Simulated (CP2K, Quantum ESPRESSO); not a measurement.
## C(111) slab, H on both faces (224 atoms): runs against a plane-wave reference

The cell holds 224 atoms: 192 C and 32 H. Cell: a = 10.089 Å, b = 10.089 Å, c = 24.992 Å, α = 90.0°, β = 90.0°, γ = 120.0°. It derives from C (diamond-structure). Diamond-structure C (a = 3.567 Å), (111) slab of 12 atomic planes, 4 x 4 surface cells, H on the broken bonds of both faces, 12 Å of vacuum; displaced by a Gaussian of 0.02 Å. Then every atom was moved at random, 0.05 Å r.m.s. a Cartesian component (hydrogen 0.6 of that). Regions: slab, 192 atoms (192 C); hydrogen, 32 atoms (32 H). Vacuum lies along c.

Geometry: as built.

The reference, a calculation:

```
method                                           : Kohn-Sham DFT, PBE, SSSP efficiency 1.3.0 pseudopotentials, plane waves (Quantum ESPRESSO 7.5); sssp-pbe-1.3.0-efficiency, cutoffs 60/480 Ry, Γ point
r.m.s. force component                           : 2.346 eV/Å
longest force                                    : 9.995 eV/Å
gap (highest filled to lowest empty level) : 2.343 eV
time                                             : 29 min on 4 MPI ranks of Arm Neoverse N1, shared host
CPU time                                         : 1.9 h
```

Runs, in no order:
A. CP2K PBE, SZV-MOLOPT-SR, 450/50 Ry, TRS4 filter 1e-06, SCF 1e-06: Kohn-Sham DFT, PBE, GTH-PBE pseudopotentials, Gaussian and plane waves, SZV-MOLOPT-SR-GTH, linear-scaling purification of the density matrix
B. CP2K PBE, DZVP-UZH, 450/50 Ry, diagonalisation: Kohn-Sham DFT, PBE, GTH-PBE pseudopotentials, Gaussian and plane waves, DZVP-MOLOPT (UZH set), diagonalisation
C. CP2K PBE, DZVP-UZH, 157/50 Ry, diagonalisation: Kohn-Sham DFT, PBE, GTH-PBE pseudopotentials, Gaussian and plane waves, DZVP-MOLOPT (UZH set), diagonalisation

**Question.** Rank the runs by how far their forces lie from the reference's, least first.

B, C, A.

```tsv
run	Δ force, r.m.s. (meV/Å)	share of r.m.s. force (%)	CPU time
B. CP2K PBE, DZVP-UZH, 450/50 Ry, diagonalisation	61.5	2.62	46 min
C. CP2K PBE, DZVP-UZH, 157/50 Ry, diagonalisation	114	4.87	42 min
A. CP2K PBE, SZV-MOLOPT-SR, 450/50 Ry, TRS4 filter 1e-06, SCF 1e-06	771	32.9	5.9 min
```

The electronic-structure runs sample only Γ, in a cell whose shortest periodic width is 9 Å.

[Logs are printed without paths, hosts, clocks, repeated set-up lines and the standing remarks that a program may print on its own settings, such as how far it seeks lower states.]

[Hosts, paths, dates, database ids (printed as entryN), source tags and the programs' standing remarks are cut or masked in the printed files.]
